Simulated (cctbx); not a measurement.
# Reading a Patterson map

Space group R3m (no. 160), a = 5.0870 Å, b = 5.0870 Å, c = 24.1880 Å, α = 90.00°, β = 90.00°, γ = 120.00°, content Sn3 Zr6 Fe24 Al3.

Simulated single-crystal data (cctbx): Mo Kα, λ = 0.71073 Å, to d = 0.8 Å, 50 % of the full sphere, strongest reflection 40000 counts, noise from counting, a 2 % proportional error and a noise floor of 15 counts (s.d.); no absorption.

Patterson synthesis, origin scaled to 1000:

```text
Patterson group R -3 m :H
      u       v       w   height  length (A)
  0.000   0.000   0.000   1000.0     0.00
  0.000   0.000   0.500    844.3    12.09
  0.002   0.501   0.062    295.2     2.95
 -0.004   0.498   0.440    283.3    10.93
  0.000   0.000   0.188    282.4     4.55
  0.000   0.000   0.312    279.6     7.55
  0.000   0.500   0.000    207.3     2.54
 -0.001   0.500   0.250    202.2     6.56
  0.000   0.500   0.500    191.9    12.36
  0.000   0.000   0.378    172.4     9.15
  0.000   0.000   0.125    129.4     3.02
  0.107   0.214   0.973     26.2     1.15
  0.108   0.217   0.475     20.1    11.52
  0.107   0.214   0.663     12.8     8.21
```

Q: Assign the vectors.

A peak at u stands for all pairs with xi − xj = u, with weight Σ ZiZj against Σ Z² = 33831 at the origin. Peak heights follow these weights only roughly, since form factors, motion and series ripples differ, all vectors within 0.55 Å of a peak are counted as merged into it though the farther ones add only part of their weight, and F(000) is left out, which lowers the whole map:

| u | v | w | shortest length (Å) | height | 1000 ΣZiZj/ΣZ² | pairs in the cell |
| --- | --- | --- | --- | --- | --- | --- |
| 0.000 | 0.000 | 0.500 | 4.99 | 844 | 926 | 24 × Fe–Fe, 6 × Sn–Zr, 6 × Zr–Al |
| 0.002 | 0.501 | 0.062 | 2.95 | 295 | 330 | 6 × Zr–Fe, 3 × Sn–Fe, 3 × Fe–Al |
| -0.004 | 0.498 | 0.440 | 2.96 | 283 | 330 | 6 × Zr–Fe, 3 × Sn–Fe, 3 × Fe–Al |
| 0.000 | 0.000 | 0.188 | 4.55 | 282 | 330 | 6 × Zr–Fe, 3 × Sn–Fe, 3 × Fe–Al |
| 0.000 | 0.000 | 0.312 | 2.98 | 280 | 330 | 6 × Zr–Fe, 3 × Sn–Fe, 3 × Fe–Al |
| 0.000 | 0.500 | 0.000 | 2.54 | 207 | 240 | 12 × Fe–Fe |
| -0.001 | 0.500 | 0.250 | 2.49 | 202 | 240 | 12 × Fe–Fe |
| 0.000 | 0.500 | 0.500 | 4.29 | 192 | 240 | 12 × Fe–Fe |
| 0.000 | 0.000 | 0.378 | 3.13 | 172 | 223 | 3 × Sn–Zr, 3 × Zr–Al |
| 0.000 | 0.000 | 0.125 | 3.02 | 129 | 200 | 3 × Zr–Zr, 3 × Sn–Al |

The table stops at ten peaks or at a height of 45, below which ripples compete. In the model behind the data Sn, the heaviest element, has 1 independent site: (0, 0, 0.0043), up to an allowed shift of origin. No listed peak is a Sn–Sn vector, so the position follows from the cell content and the cross vectors. The whole model:

```csv
atom,mult.,x,y,z,Ueq (Å²)
Sn1,3,0,0,0.0043,0.0060
Zr1,3,1/3,2/3,0.1647,0.0057
Zr2,3,1/3,2/3,0.2925,0.0049
Fe1,9,0.8341,0.6683,0.2266,0.0074
Fe2,9,0.4979,0.9958,0.0659,0.0071
Fe3,3,0,0,0.3132,0.0083
Fe4,3,2/3,1/3,0.1466,0.0070
Al1,3,0,0,0.1234,0.0066
```

The model is made up (kin elements in a known structure type, no relaxation), so it says nothing on whether the phase exists.

[Logs are printed without paths, hosts, clocks, repeated set-up lines and the standing remarks that a program may print on its own settings, such as how far it seeks lower states.]
